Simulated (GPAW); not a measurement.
# OH/Ni(100): work function by functional and basis, part 2 of 3

How far do functional and basis move the work function of OH/Ni(100)?

GPAW 26.7.0; GPAW, PAW setups; slab in vacuum, relaxation (the session's first sound run).

So far, upper work function (eV): step 2 (relaxation) 2.41; step 3 (plane waves, PBE) 2.41.

### Step 5. OptPBE vdW: xc = "optPBE-vdW"

The same geometry under optPBE-vdW, to see how far the functional moves the levels against the vacuum (the van der Waals functionals take revPBE setups).

Input file run.py:

```python
import json
import numpy as np
from ase import Atoms
from gpaw import GPAW, PW

slab = Atoms(
    ['Ni', 'Ni', 'Ni', 'Ni', 'O', 'H'],
    positions=[
        [1.24451, 1.24451, 8.00000],
        [0.00000, 0.00000, 9.76000],
        [1.24451, 1.24451, 11.52000],
        [-0.00000, 0.00000, 13.28713],
        [-0.00000, 0.00000, 15.07796],
        [-0.00000, -0.00000, 16.04494]],
    cell=[[2.48902, 0.0, 0.0], [0.0, 2.48902, 0.0], [0.0, 0.0, 24.16]],
    pbc=[True, True, False],
    magmoms=[0.7, 0.7, 0.7, 0.7, 0.0, 0.0])

slab.calc = GPAW(mode=PW(500), xc='optPBE-vdW', kpts={'size': (13, 13, 1), 'gamma': True},
                 occupations={'name': 'fermi-dirac', 'width': 0.1}, nbands='160%',
                 convergence={'density': 1e-05}, maxiter=200,
                 poissonsolver={'dipolelayer': 'xy'},
                 symmetry={'tolerance': 1e-3}, txt='slab.txt')
result = {}
energy = slab.get_potential_energy()
fermi = slab.calc.get_fermi_level()
v = slab.calc.get_electrostatic_potential().mean((0, 1)) - fermi
n = slab.calc.get_pseudo_density().mean((0, 1))
L = slab.cell[2, 2]
z = np.arange(len(v)) * L / len(v)
low, high = slab.positions[:, 2].min(), slab.positions[:, 2].max()
below, above = np.interp([low - 5.8, high + 5.8], z, v)
slopes = [np.interp(x, z, np.gradient(v, z)) for x in (low - 5.8, high + 5.8)]
eps = np.array([[slab.calc.get_eigenvalues(k, s) for k in range(len(slab.calc.get_ibz_k_points()))]
                for s in range(slab.calc.get_number_of_spins())]) - fermi
top, bottom = eps[eps < 0].max(), eps[eps > 0].min()
dipole = slab.get_dipole_moment()[2]
print(f'energy {energy:.4f} eV, Fermi level {fermi:.4f} eV, dipole {dipole:.5f} e A')
print(f'potential 5.8 A off the faces, from the Fermi level: lower {below:.4f} eV, upper {above:.4f} eV')
print(f'slope of the potential there: lower {slopes[0]:.5f}, upper {slopes[1]:.5f} eV/A')
print(f'nearest levels on the mesh: {top:.4f} and {bottom:.4f} eV')
print('magnetic moment', round(slab.get_magnetic_moment(), 3))
result.update(energy=energy, fermi=fermi, dipole=dipole, below=below, above=above, slopes=slopes, edges=[top, bottom],
              z=z.tolist(), v=v.tolist(), n=n.tolist(), positions=slab.positions.tolist(),
              forces=slab.get_forces(apply_constraint=False).tolist(), moments=slab.get_magnetic_moments().tolist())
json.dump(result, open('result.json', 'w'))
```

Command:

```sh
$ OMP_NUM_THREADS=1 OPENBLAS_NUM_THREADS=1 python run.py
```

Wall time 18 min (1 thread of Arm Neoverse V1, shared host); peak memory 0.56 GiB.

This step gave:

```
dipole along the normal                    : 0.07899 e·Å
levels nearest the Fermi level on the mesh : -0.001876, 6.42e-4 eV from the Fermi level
upper work function                        : 2.799 eV
lower work function                        : 5.131 eV
site moments                               : 0.7455, 0.6673, 0.6377, 0.9148, 0.2833, 0.003208 μB
sum of the site moments                    : 3.252 μB
```

The electrostatic potential energy of an electron (without an applied field's), less the Fermi level, planar mean oscillates, so the rows of the table below give means over windows of 1 Å about each position, cut where the curve ends. Its maxima inside the range that stand out by 2 % of the span (Å: eV): 0.5: 5.13, 8.9: -2.15, 10.6: -2.27, 12.4: -2.27, 14.4: 2.42, 15.8: 1.56. Its minima: 8.0: -15.6, 9.8: -15.8, 11.5: -15.8, 13.3: -15.7, 15.1: -10.0, 16.0: -0.121.

Electrostatic potential energy of an electron (without an applied field's), less the Fermi level, planar mean against z; means over each step:

z (Å), electrostatic potential energy of an electron (without an applied field's), less the Fermi level, planar mean (eV) and a bar from the least value:
```
        0        4.7 #############################
        1        5.1 ##############################
        2        5.1 ##############################
        3        5.1 ##############################
        4        5.1 ##############################
        5        5.1 ##############################
        6        4.8 #############################
        7        0.9 #######################
        8      -11.8 
        9       -5.1 ############
       10      -10.9 ##
       11       -7.5 ########
       12       -8.0 #######
       13      -10.5 ##
       14       -3.1 ###############
       15       -4.2 #############
       16        0.8 ######################
       17        2.4 #########################
       18        2.8 ##########################
       19        2.8 ##########################
       20        2.8 ##########################
       21        2.8 ##########################
       22        2.8 ##########################
       23        2.8 ##########################
       24        3.0 ##########################
```

The pseudo valence density, planar mean oscillates, so the rows of the table below give means over windows of 1.74 Å about each position, cut where the curve ends. Its maxima inside the range that stand out by 2 % of the span (Å: e/Å³): 7.9: 3.22, 9.7: 3.16, 11.6: 3.23, 13.3: 3.31, 15.1: 1.15. Its minima: 8.9: 0.365, 10.6: 0.364, 12.4: 0.364, 14.1: 0.237.

The pseudo valence density, planar mean by z; means over each step:

```
z (Å)  pseudo valence density, planar mean (e/Å³)
 2.61                                      5.3e-6
 4.35                                      3.4e-4
 6.09                                      0.0233
 7.83                                        1.42
 9.57                                        1.48
11.31                                        1.48
13.05                                        1.46
14.79                                       0.623
16.53                                       0.106
18.27                                      8.3e-4
20.01                                      2.9e-5
```

Site moment by atom:

```
atom  site moment (μB)
 Ni1             0.746
 Ni2             0.667
 Ni3             0.638
 Ni4             0.915
  O5             0.283
  H6             0.003
```

Force by atom:

```
atom  x (eV/Å)  y (eV/Å)  z (eV/Å)   size
 Ni1     0.000     0.000    -0.155  0.155
 Ni2     0.000     0.000    -0.355  0.355
 Ni3     0.000     0.000     0.099  0.099
 Ni4     0.000     0.000     0.059  0.059
  O5     0.000     0.000     0.241  0.241
  H6     0.000     0.000     0.082  0.082
```

The upper face's work function is 2.799 eV, against 2.412 eV in the first plane-wave PBE run at this geometry.

### Step 6. Self-consistent run: xc = "revPBE"

The same geometry under revPBE, to see how far the functional moves the levels against the vacuum.

run.py: that of step 5 with these lines changed.

```diff
@@ -18,3 +18,3 @@
 
-slab.calc = GPAW(mode=PW(500), xc='optPBE-vdW', kpts={'size': (13, 13, 1), 'gamma': True},
+slab.calc = GPAW(mode=PW(500), xc='revPBE', kpts={'size': (13, 13, 1), 'gamma': True},
                  occupations={'name': 'fermi-dirac', 'width': 0.1}, nbands='160%',
```

Run time: 20 min. Hardware: 1 thread; peak memory 0.43 GiB.

This step gave:

- dipole along the normal: 0.08627 e·Å
- levels nearest the Fermi level on the mesh: -0.01540, 2.97e-4 eV from the Fermi level
- upper work function: 2.283 eV
- lower work function: 4.827 eV
- site moments: 0.7821, 0.6968, 0.6708, 0.9585, 0.2946, 0.003325 μB
- sum of the site moments: 3.406 μB

The upper face's work function is 2.283 eV, against 2.412 eV in the first plane-wave PBE run at this geometry.

### Step 7. Self-consistent run: xc = "LDA"

The same geometry under LDA, to see how far the functional moves the levels against the vacuum.

run.py: that of step 6 with these lines changed.

```diff
@@ -18,3 +18,3 @@
 
-slab.calc = GPAW(mode=PW(500), xc='revPBE', kpts={'size': (13, 13, 1), 'gamma': True},
+slab.calc = GPAW(mode=PW(500), xc='LDA', kpts={'size': (13, 13, 1), 'gamma': True},
                  occupations={'name': 'fermi-dirac', 'width': 0.1}, nbands='160%',
```

The job ended after 17 min (1 thread; peak memory 0.42 GiB).

Numbers from this step:

| Property | Result |
| --- | --- |
| dipole along the normal | 0.09049 e·Å |
| levels nearest the Fermi level on the mesh | -2.64e-4, 0.003288 eV from the Fermi level |
| upper work function | 2.648 eV |
| lower work function | 5.316 eV |
| site moments | 0.7446, 0.6607, 0.6294, 0.8794, 0.2457, 0.003262 μB |
| sum of the site moments | 3.163 μB |

The upper face's work function is 2.648 eV, against 2.412 eV in the first plane-wave PBE run at this geometry.

### Step 8. Self-consistent run: xc = "RPBE"

The same geometry under RPBE, to see how far the functional moves the levels against the vacuum.

run.py: that of step 7 with these lines changed.

```diff
@@ -18,3 +18,3 @@
 
-slab.calc = GPAW(mode=PW(500), xc='LDA', kpts={'size': (13, 13, 1), 'gamma': True},
+slab.calc = GPAW(mode=PW(500), xc='RPBE', kpts={'size': (13, 13, 1), 'gamma': True},
                  occupations={'name': 'fermi-dirac', 'width': 0.1}, nbands='160%',
```

The job ended after 17 min (1 thread; peak memory 0.43 GiB).

Numbers from this step:

| Quantity | Value |
| --- | --- |
| dipole along the normal | 0.08437 e·Å |
| levels nearest the Fermi level on the mesh | -0.002463, 0.007057 eV from the Fermi level |
| upper work function | 2.315 eV |
| lower work function | 4.803 eV |
| site moments | 0.7841, 0.6987, 0.6730, 0.9619, 0.2969, 0.003303 μB |
| sum of the site moments | 3.418 μB |

Table of electrostatic potential energy of an electron (without an applied field's), less the Fermi level, planar mean by z:

```
z (Å)  electrostatic potential energy of an electron (without an applied field's), less the Fermi level, planar mean (eV)
  0.0                                                                                                                3.56
  0.5                                                                                                                4.81
  1.0                                                                                                                4.80
  1.5                                                                                                                4.80
  2.0                                                                                                                4.80
  2.5                                                                                                                4.80
  3.0                                                                                                                4.80
  3.5                                                                                                                4.80
  4.0                                                                                                                4.80
  4.5                                                                                                                4.79
  5.0                                                                                                                4.78
  5.5                                                                                                                4.73
  6.0                                                                                                                4.55
  6.5                                                                                                                3.92
  7.0                                                                                                                1.66
  7.5                                                                                                               -6.17
  8.0                                                                                                               -15.8
  8.5                                                                                                               -6.59
  9.0                                                                                                               -2.79
  9.5                                                                                                               -12.6
 10.0                                                                                                               -13.0
 10.5                                                                                                               -3.08
 11.0                                                                                                               -6.37
 11.5                                                                                                               -16.0
 12.0                                                                                                               -7.21
 12.5                                                                                                               -2.74
 13.0                                                                                                               -12.0
 13.5                                                                                                               -13.7
 14.0                                                                                                               -1.86
 14.5                                                                                                                2.01
 15.0                                                                                                               -9.30
 15.5                                                                                                              -0.558
 16.0                                                                                                              -0.250
 16.5                                                                                                                1.29
 17.0                                                                                                                2.04
 17.5                                                                                                                2.23
 18.0                                                                                                                2.28
 18.5                                                                                                                2.30
 19.0                                                                                                                2.31
 19.5                                                                                                                2.31
 20.0                                                                                                                2.31
 20.5                                                                                                                2.32
 21.0                                                                                                                2.32
 21.5                                                                                                                2.31
 22.0                                                                                                                2.31
 22.5                                                                                                                2.31
 23.0                                                                                                                2.31
 23.5                                                                                                                2.31
 24.0                                                                                                                2.99
```

The upper face's work function is 2.315 eV, against 2.412 eV in the first plane-wave PBE run at this geometry.

### Step 9. Real-space grid: mode = "fd"

A real-space grid is a second complete basis, so it checks the plane-wave result.

run.py: that of step 8 with these lines changed.

```diff
@@ -3,3 +3,3 @@
 from ase import Atoms
-from gpaw import GPAW, PW
+from gpaw import GPAW
 
@@ -18,3 +18,3 @@
 
-slab.calc = GPAW(mode=PW(500), xc='RPBE', kpts={'size': (13, 13, 1), 'gamma': True},
+slab.calc = GPAW(mode='fd', h=0.18, xc='PBE', kpts={'size': (13, 13, 1), 'gamma': True},
                  occupations={'name': 'fermi-dirac', 'width': 0.1}, nbands='160%',
```

Run time: 39 min. Hardware: 1 thread; peak memory 1.4 GiB.

Numbers from this step:

```yaml
dipole_along_the_normal: 0.08714 e·Å
levels_nearest_the_fermi_level_on_the_mesh: -0.009635, 0.002707 eV from the Fermi level
upper_work_function: 2.416 eV
lower_work_function: 4.962 eV
site_moments: 0.7773, 0.6917, 0.6647, 0.9497, 0.2865, 0.003380 μB
sum_of_the_site_moments: 3.373 μB
```

The upper face's work function is 2.416 eV, against 2.412 eV in the first plane-wave PBE run at this geometry.

(Part 2 of 3 ends here.)

[Logs are printed without paths, hosts, clocks, repeated set-up lines and the standing remarks that a program may print on its own settings, such as how far it seeks lower states.]

[Hosts, paths, dates, database ids (printed as entryN), source tags and the programs' standing remarks are cut or masked in the printed files.]
